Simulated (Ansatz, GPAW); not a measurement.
# Screening of a field by a 4-layer slab of Pb(100), part 2 of 3

Aim: the dipole that a field along the normal induces in a 4-layer slab of Pb(100).

GPAW 26.7.0 and Ansatz 0.2.0; Ansatz plane waves; slab in vacuum with a dipole correction, relaxation (the session's first sound run).

So far, upper work function (eV): step 2 (relaxation) 3.74.

### 3. The slab's potential

With the geometry fixed, the planar mean of the potential gives the vacuum level on each side.

This step: GPAW, PAW setups; slab in vacuum (GPAW 26.7.0).

Contents of run.py:

```python
import json
import numpy as np
from ase import Atoms
from gpaw import GPAW, PW

slab = Atoms(
    ['Pb', 'Pb', 'Pb', 'Pb'],
    positions=[
        [1.75009, 1.75009, 8.00000],
        [0.00000, 0.00000, 10.47500],
        [1.75009, 1.75009, 13.18539],
        [-0.00000, 0.00000, 15.54614]],
    cell=[[3.50018, 0.0, 0.0], [0.0, 3.50018, 0.0], [0.0, 0.0, 23.425]],
    pbc=[True, True, False])

slab.calc = GPAW(mode=PW(400), xc='PBE', kpts={'size': (9, 9, 1), 'gamma': True},
                 occupations={'name': 'fermi-dirac', 'width': 0.1}, nbands='140%',
                 convergence={'density': 1e-05}, maxiter=200,
                 poissonsolver={'dipolelayer': 'xy'},
                 symmetry={'tolerance': 1e-3}, txt='slab.txt')
result = {}
energy = slab.get_potential_energy()
fermi = slab.calc.get_fermi_level()
v = slab.calc.get_electrostatic_potential().mean((0, 1)) - fermi
n = slab.calc.get_pseudo_density().mean((0, 1))
L = slab.cell[2, 2]
z = np.arange(len(v)) * L / len(v)
low, high = slab.positions[:, 2].min(), slab.positions[:, 2].max()
below, above = np.interp([low - 5.8, high + 5.8], z, v)
slopes = [np.interp(x, z, np.gradient(v, z)) for x in (low - 5.8, high + 5.8)]
eps = np.array([[slab.calc.get_eigenvalues(k, s) for k in range(len(slab.calc.get_ibz_k_points()))]
                for s in range(slab.calc.get_number_of_spins())]) - fermi
top, bottom = eps[eps < 0].max(), eps[eps > 0].min()
dipole = slab.get_dipole_moment()[2]
print(f'energy {energy:.4f} eV, Fermi level {fermi:.4f} eV, dipole {dipole:.5f} e A')
print(f'potential 5.8 A off the faces, from the Fermi level: lower {below:.4f} eV, upper {above:.4f} eV')
print(f'slope of the potential there: lower {slopes[0]:.5f}, upper {slopes[1]:.5f} eV/A')
print(f'nearest levels on the mesh: {top:.4f} and {bottom:.4f} eV')
print('magnetic moment', round(slab.get_magnetic_moment(), 3))
result.update(energy=energy, fermi=fermi, dipole=dipole, below=below, above=above, slopes=slopes, edges=[top, bottom],
              z=z.tolist(), v=v.tolist(), n=n.tolist(), positions=slab.positions.tolist(),
              forces=slab.get_forces(apply_constraint=False).tolist(), moments=slab.get_magnetic_moments().tolist())
json.dump(result, open('result.json', 'w'))
```

Started as:

```bash
OMP_NUM_THREADS=1 OPENBLAS_NUM_THREADS=2 python run.py
```

The program printed:

```text
energy -14.5113 eV, Fermi level 1.1059 eV, dipole -0.00077 e A
potential 5.8 A off the faces, from the Fermi level: lower 3.7517 eV, upper 3.7660 eV
slope of the potential there: lower -0.00014, upper 0.00025 eV/A
nearest levels on the mesh: -0.1856 and 0.1169 eV
magnetic moment 0.0
```

It took 44 s on 2 threads of Intel Xeon 6975P-C (Granite Rapids), shared host; peak memory 0.25 GiB.

This step gave:

- dipole along the normal: -7.65e-4 e·Å
- levels nearest the Fermi level on the mesh: -0.1856, 0.1169 eV from the Fermi level
- upper work function: 3.766 eV
- lower work function: 3.752 eV

The electrostatic potential energy of an electron (without an applied field's), less the Fermi level, planar mean oscillates, so the rows of the table below give means over windows of 1 Å about each position, cut where the curve ends. Its maxima inside the range that stand out by 2 % of the span (Å: eV): 9.2: -0.113, 11.8: 0.857, 14.3: -0.744. Its minima: 8.1: -18.4, 10.5: -18.6, 13.2: -18.6, 15.6: -18.5.

Table of electrostatic potential energy of an electron (without an applied field's), less the Fermi level, planar mean by z; means over each step:

| z (Å) | electrostatic potential energy of an electron (without an applied field's), less the Fermi level, planar mean (eV) |
| --- | --- |
| 0 | 3.75 |
| 1 | 3.75 |
| 2 | 3.75 |
| 3 | 3.75 |
| 4 | 3.75 |
| 5 | 3.71 |
| 6 | 3.32 |
| 7 | -1.04 |
| 8 | -14.7 |
| 9 | -2.27 |
| 10 | -9.82 |
| 11 | -8.85 |
| 12 | -0.425 |
| 13 | -13.8 |
| 14 | -4.51 |
| 15 | -8.74 |
| 16 | -9.96 |
| 17 | 2.18 |
| 18 | 3.62 |
| 19 | 3.75 |
| 20 | 3.76 |
| 21 | 3.77 |
| 22 | 3.77 |
| 23 | 3.77 |

The pseudo valence density, planar mean oscillates, so the rows of the table below give means over windows of 2.51 Å about each position, cut where the curve ends. Its maxima inside the range that stand out by 2 % of the span (Å: e/Å³): 7.9: 1.03, 10.5: 1.04, 13.2: 1.04, 15.5: 1.02. Its minima: 9.2: 0.145, 11.9: 0.110, 14.4: 0.169.

The pseudo valence density, planar mean by z; means over each step:

z (Å), pseudo valence density, planar mean (e/Å³) and a bar:
```
     1.25       0.00 
     3.76       0.00 
     6.27       0.08 #####
     8.79       0.46 #############################
    11.29       0.42 ##########################
    13.80       0.48 ##############################
    16.31       0.38 ########################
    18.82       0.00 
    21.33       0.00
```

Force by atom:

| atom | x (eV/Å) | y (eV/Å) | z (eV/Å) | size |
| --- | --- | --- | --- | --- |
| Pb1 | 0.000 | 0.000 | 0.198 | 0.198 |
| Pb2 | 0.000 | 0.000 | -0.201 | 0.201 |
| Pb3 | 0.000 | 0.000 | 0.016 | 0.016 |
| Pb4 | 0.000 | 0.000 | -0.016 | 0.016 |

The potential is flat to 2.5e-4 eV/Å where it is read, so the vacuum is wide enough. The geometry is the other program's minimum; here the largest force on a free atom is 0.016 eV/Å.

### 4. Field on

A uniform field along the normal polarises the slab; the atoms stay fixed, so this is the electronic response alone.

Changes to run.py since step 3:

```diff
@@ -4,2 +4,3 @@
 from gpaw import GPAW, PW
+from gpaw.external import ConstantElectricField
 
@@ -19,2 +20,3 @@
                  poissonsolver={'dipolelayer': 'xy'},
+                 external=ConstantElectricField(-0.2, [0, 0, 1]),
                  symmetry={'tolerance': 1e-3}, txt='slab.txt')
```

The program printed:

```text
energy -14.5264 eV, Fermi level 1.0960 eV, dipole -0.14991 e A
potential 5.8 A off the faces, from the Fermi level: lower 2.6703 eV, upper 4.8841 eV
slope of the potential there: lower -0.00006, upper 0.00035 eV/A
nearest levels on the mesh: -0.1845 and 0.1175 eV
magnetic moment 0.0
```

It took 1.9 min on 2 threads; peak memory 0.37 GiB.

Numbers from this step:

| Property | Result |
| --- | --- |
| dipole along the normal | -0.1499 e·Å |
| levels nearest the Fermi level on the mesh | -0.1845, 0.1175 eV from the Fermi level |
| potential below the slab, the applied field's own ramp left out | 2.670 eV from the Fermi level |
| potential above the slab, the applied field's own ramp left out | 4.884 eV from the Fermi level |

The electrostatic potential energy of an electron (without an applied field's), less the Fermi level, planar mean oscillates, so the rows of the table below give means over windows of 2.61 Å about each position, cut where the curve ends. Its maxima inside the range that stand out by 2 % of the span (Å: eV): 9.2: -0.615, 11.8: 0.879, 14.3: -0.220, 22.1: 4.89. Its minima: 7.9: -19.2, 10.5: -18.8, 13.2: -18.3, 15.6: -17.7.

The electrostatic potential energy of an electron (without an applied field's), less the Fermi level, planar mean by z; means over each step:

z (Å), electrostatic potential energy of an electron (without an applied field's), less the Fermi level, planar mean (eV) and a bar from the least value:
```
     1.30        2.7 #########################
     3.92        2.7 #########################
     6.53       -1.3 ################
     9.14       -8.7 
    11.75       -6.3 #####
    14.36       -8.6 
    16.97        0.2 ####################
    19.58        4.9 ##############################
    22.19        4.8 ##############################
```

Force by atom:

| atom | x (eV/Å) | y (eV/Å) | z (eV/Å) | size |
| --- | --- | --- | --- | --- |
| Pb1 | 0.000 | 0.000 | 0.196 | 0.196 |
| Pb2 | 0.000 | 0.000 | -0.200 | 0.200 |
| Pb3 | 0.000 | 0.000 | 0.019 | 0.019 |
| Pb4 | 0.000 | 0.000 | -0.017 | 0.017 |

The dipole is now -0.150 e Å, against -7.7e-4 in the run without a field.

### 5. Field on

Changes to run.py since step 4:

```diff
@@ -20,3 +20,3 @@
                  poissonsolver={'dipolelayer': 'xy'},
-                 external=ConstantElectricField(-0.2, [0, 0, 1]),
+                 external=ConstantElectricField(-0.1, [0, 0, 1]),
                  symmetry={'tolerance': 1e-3}, txt='slab.txt')
```

The program printed:

```text
energy -14.5151 eV, Fermi level 1.1019 eV, dipole -0.07544 e A
potential 5.8 A off the faces, from the Fermi level: lower 3.2093 eV, upper 4.3231 eV
slope of the potential there: lower -0.00010, upper 0.00029 eV/A
nearest levels on the mesh: -0.1851 and 0.1172 eV
magnetic moment 0.0
```

It took 2.1 min on 2 threads; peak memory 0.37 GiB.

This step gave:

- dipole along the normal: -0.07544 e·Å
- levels nearest the Fermi level on the mesh: -0.1851, 0.1172 eV from the Fermi level
- potential below the slab, the applied field's own ramp left out: 3.209 eV from the Fermi level
- potential above the slab, the applied field's own ramp left out: 4.323 eV from the Fermi level

The electrostatic potential energy of an electron (without an applied field's), less the Fermi level, planar mean oscillates, so the rows of the table below give means over windows of 1 Å about each position, cut where the curve ends. Its maxima inside the range that stand out by 2 % of the span (Å: eV): 9.2: -0.364, 11.8: 0.868, 14.3: -0.482. Its minima: 8.1: -18.8, 10.5: -18.7, 13.2: -18.5, 15.6: -18.1.

Table of electrostatic potential energy of an electron (without an applied field's), less the Fermi level, planar mean by z; means over each step:

| z (Å) | electrostatic potential energy of an electron (without an applied field's), less the Fermi level, planar mean (eV) |
| --- | --- |
| 0 | 3.42 |
| 1 | 3.21 |
| 2 | 3.21 |
| 3 | 3.21 |
| 4 | 3.21 |
| 5 | 3.17 |
| 6 | 2.80 |
| 7 | -1.51 |
| 8 | -15.0 |
| 9 | -2.54 |
| 10 | -9.99 |
| 11 | -8.92 |
| 12 | -0.396 |
| 13 | -13.7 |
| 14 | -4.28 |
| 15 | -8.41 |
| 16 | -9.54 |
| 17 | 2.69 |
| 18 | 4.16 |
| 19 | 4.31 |
| 20 | 4.32 |
| 21 | 4.32 |
| 22 | 4.32 |
| 23 | 4.26 |

Force by atom:

| atom | x (eV/Å) | y (eV/Å) | z (eV/Å) | size |
| --- | --- | --- | --- | --- |
| Pb1 | 0.000 | 0.000 | 0.198 | 0.198 |
| Pb2 | 0.000 | 0.000 | -0.200 | 0.200 |
| Pb3 | 0.000 | 0.000 | 0.018 | 0.018 |
| Pb4 | 0.000 | 0.000 | -0.017 | 0.017 |

The dipole is now -0.0754 e Å, against -7.7e-4 in the run without a field.

### 6. Field on

Changes to run.py since step 5:

```diff
@@ -20,3 +20,3 @@
                  poissonsolver={'dipolelayer': 'xy'},
-                 external=ConstantElectricField(-0.1, [0, 0, 1]),
+                 external=ConstantElectricField(-0.05, [0, 0, 1]),
                  symmetry={'tolerance': 1e-3}, txt='slab.txt')
```

The program printed:

```text
energy -14.5123 eV, Fermi level 1.1041 eV, dipole -0.03824 e A
potential 5.8 A off the faces, from the Fermi level: lower 3.4799 eV, upper 4.0443 eV
slope of the potential there: lower -0.00012, upper 0.00027 eV/A
nearest levels on the mesh: -0.1854 and 0.1170 eV
magnetic moment 0.0
```

The job ended after 97 s (2 threads; peak memory 0.37 GiB).

The electrostatic potential energy of an electron (without an applied field's), less the Fermi level, planar mean oscillates, so the rows of the table below give means over windows of 1 Å about each position, cut where the curve ends. Its maxima inside the range that stand out by 2 % of the span (Å: eV): 9.2: -0.238, 11.8: 0.863, 14.3: -0.613. Its minima: 8.1: -18.6, 10.5: -18.6, 13.2: -18.5, 15.6: -18.3.

Electrostatic potential energy of an electron (without an applied field's), less the Fermi level, planar mean against z; means over each step:

| z (Å) | electrostatic potential energy of an electron (without an applied field's), less the Fermi level, planar mean (eV) |
| --- | --- |
| 0 | 3.59 |
| 1 | 3.48 |
| 2 | 3.48 |
| 3 | 3.48 |
| 4 | 3.48 |
| 5 | 3.44 |
| 6 | 3.06 |
| 7 | -1.28 |
| 8 | -14.8 |
| 9 | -2.41 |
| 10 | -9.91 |
| 11 | -8.88 |
| 12 | -0.410 |
| 13 | -13.8 |
| 14 | -4.40 |
| 15 | -8.58 |
| 16 | -9.75 |
| 17 | 2.43 |
| 18 | 3.89 |
| 19 | 4.03 |
| 20 | 4.04 |
| 21 | 4.04 |
| 22 | 4.04 |
| 23 | 4.01 |

### 7. In a field

Changes to run.py since step 6:

```diff
@@ -20,3 +20,3 @@
                  poissonsolver={'dipolelayer': 'xy'},
-                 external=ConstantElectricField(-0.05, [0, 0, 1]),
+                 external=ConstantElectricField(0.05, [0, 0, 1]),
                  symmetry={'tolerance': 1e-3}, txt='slab.txt')
```

The program printed:

```text
energy -14.5122 eV, Fermi level 1.1072 eV, dipole 0.03616 e A
potential 5.8 A off the faces, from the Fermi level: lower 4.0240 eV, upper 3.4894 eV
slope of the potential there: lower -0.00016, upper 0.00024 eV/A
nearest levels on the mesh: -0.1859 and 0.1167 eV
magnetic moment 0.0
```

Wall time 96 s (2 threads); peak memory 0.37 GiB.

The electrostatic potential energy of an electron (without an applied field's), less the Fermi level, planar mean oscillates, so the rows of the table below give means over windows of 1 Å about each position, cut where the curve ends. Its maxima inside the range that stand out by 2 % of the span (Å: eV): 9.2: 0.0128, 11.8: 0.852, 14.3: -0.874. Its minima: 8.1: -18.2, 10.5: -18.5, 13.2: -18.7, 15.6: -18.7.

The electrostatic potential energy of an electron (without an applied field's), less the Fermi level, planar mean by z; means over each step:

| z (Å) | electrostatic potential energy of an electron (without an applied field's), less the Fermi level, planar mean (eV) |
| --- | --- |
| 0 | 3.92 |
| 1 | 4.02 |
| 2 | 4.02 |
| 3 | 4.02 |
| 4 | 4.02 |
| 5 | 3.98 |
| 6 | 3.58 |
| 7 | -0.811 |
| 8 | -14.5 |
| 9 | -2.14 |
| 10 | -9.74 |
| 11 | -8.82 |
| 12 | -0.439 |
| 13 | -13.9 |
| 14 | -4.63 |
| 15 | -8.91 |
| 16 | -10.2 |
| 17 | 1.92 |
| 18 | 3.34 |
| 19 | 3.48 |
| 20 | 3.49 |
| 21 | 3.49 |
| 22 | 3.49 |
| 23 | 3.52 |

### 8. Field on

Changes to run.py since step 7:

```diff
@@ -20,3 +20,3 @@
                  poissonsolver={'dipolelayer': 'xy'},
-                 external=ConstantElectricField(0.05, [0, 0, 1]),
+                 external=ConstantElectricField(0.1, [0, 0, 1]),
                  symmetry={'tolerance': 1e-3}, txt='slab.txt')
```

The program printed:

```text
energy -14.5150 eV, Fermi level 1.1081 eV, dipole 0.07339 e A
potential 5.8 A off the faces, from the Fermi level: lower 4.2975 eV, upper 3.2131 eV
slope of the potential there: lower -0.00020, upper 0.00023 eV/A
nearest levels on the mesh: -0.1862 and 0.1165 eV
magnetic moment 0.0
```

It took 95 s on 2 threads; peak memory 0.37 GiB.

The electrostatic potential energy of an electron (without an applied field's), less the Fermi level, planar mean oscillates, so the rows of the table below give means over windows of 1 Å about each position, cut where the curve ends. Its maxima inside the range that stand out by 2 % of the span (Å: eV): 2.0: 4.30, 9.2: 0.138, 11.8: 0.847, 14.3: -1.01. Its minima: 8.1: -18.1, 10.5: -18.5, 13.2: -18.7, 15.6: -18.9.

Electrostatic potential energy of an electron (without an applied field's), less the Fermi level, planar mean against z; means over each step:

z (Å), electrostatic potential energy of an electron (without an applied field's), less the Fermi level, planar mean (eV) and a bar from the least value:
```
        0        4.1 ##############################
        1        4.3 ##############################
        2        4.3 ##############################
        3        4.3 ##############################
        4        4.3 ##############################
        5        4.2 ##############################
        6        3.8 #############################
        7       -0.6 ######################
        8      -14.3 
        9       -2.0 ####################
       10       -9.7 #######
       11       -8.8 #########
       12       -0.5 ######################
       13      -14.0 #
       14       -4.7 ###############
       15       -9.1 ########
       16      -10.4 ######
       17        1.7 ##########################
       18        3.1 ############################
       19        3.2 ############################
       20        3.2 ############################
       21        3.2 ############################
       22        3.2 ############################
       23        3.3 ############################
```

The dipole is now 0.0734 e Å, against -7.7e-4 in the run without a field.

### 9. Field on

Changes to run.py since step 8:

```diff
@@ -20,3 +20,3 @@
                  poissonsolver={'dipolelayer': 'xy'},
-                 external=ConstantElectricField(0.1, [0, 0, 1]),
+                 external=ConstantElectricField(0.2, [0, 0, 1]),
                  symmetry={'tolerance': 1e-3}, txt='slab.txt')
```

The program printed:

```text
energy -14.5260 eV, Fermi level 1.1084 eV, dipole 0.14788 e A
potential 5.8 A off the faces, from the Fermi level: lower 4.8477 eV, upper 2.6631 eV
slope of the potential there: lower -0.00028, upper 0.00022 eV/A
nearest levels on the mesh: -0.1866 and 0.1162 eV
magnetic moment 0.0
```

It took 1.9 min on 2 threads; peak memory 0.37 GiB.

[end of part 2 of 3]

[Logs are printed without paths, hosts, clocks, repeated set-up lines and the standing remarks that a program may print on its own settings, such as how far it seeks lower states.]

[Hosts, paths, dates, database ids (printed as entryN), source tags and the programs' standing remarks are cut or masked in the printed files.]
